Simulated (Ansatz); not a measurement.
# Gap against strain: armchair BAs nanoribbon (N = 4, H edges)

How it was computed: Ansatz 0.2.0, plane waves with PAW datasets, PBE, Fermi-Dirac smearing of 0.05 eV, no spin-orbit coupling. The period is scaled from its relaxed value of 5.890 Å and the atoms relax, within the symmetry of the start, at each strain ε (in %); gaps, in eV, are read on a band path.

```tsv
period (Å)	energy (eV a cell)	place of the conduction minimum (Γ = 0, Z = 1)	ε	gap
5.655	+0.160	0.00	−4	1.658
5.890	0.000	0.00	0	1.623
6.008	+0.038	0.00	2	1.556
6.126	+0.149	0.00	4	1.491
6.244	+0.327	0.00	6	1.436
```

One run is withheld: period (Å) = 5.773, with ε = −2. Fit a straight line gap = a + b × ε to the 5 rows shown and predict it.

**Fit.** The means are 1.6 for ε and 1.553 for gap. The sum of products of deviations is −1.361 and the sum of squares in ε is 59.2, so b = −1.361 / 59.2 = −0.02299 and a = 1.553 − (−0.02299) × 1.6 = 1.59. The residuals' standard deviation, with 3 degrees of freedom, is σ = 0.027.

**Prediction.** gap = 1.59 + (−0.02299) × −2 = 1.636. The run gave 1.697, so the prediction less the run is −0.061. The standard error of a prediction there, σ√(1 + 1/5 + (−2 − 1.6)²/59.2), is 0.032, and the miss is 1.9 times that, for a point between the fitted rows. With so few rows σ is itself uncertain.

The gap does not move one way: it turns somewhere between ε = -4 and 0 %, and the true extreme can lie between the rows, beyond the values shown.

Caveats: Kohn-Sham gaps of a wire among periodic images, which in a check on one flat ribbon (7 Å apart) lowered the gap by 0.2 eV and flattened the slope; the slope b × 100 is a mean deformation potential of the gap, in eV per unit strain. Between neighbouring runs it lies between −3.7 and 1.9 eV, so a bend, a kink or scatter between runs makes one line a rough account. The unstrained row comes from a denser mesh than the others, which shifts its energy a little. Series of this kind are told only where this holds: a gap at every strain (compound wires with polar facets were set aside first). 88 of 101 did.

[Logs are printed without paths, hosts, clocks, repeated set-up lines and the standing remarks that a program may print on its own settings, such as how far it seeks lower states.]
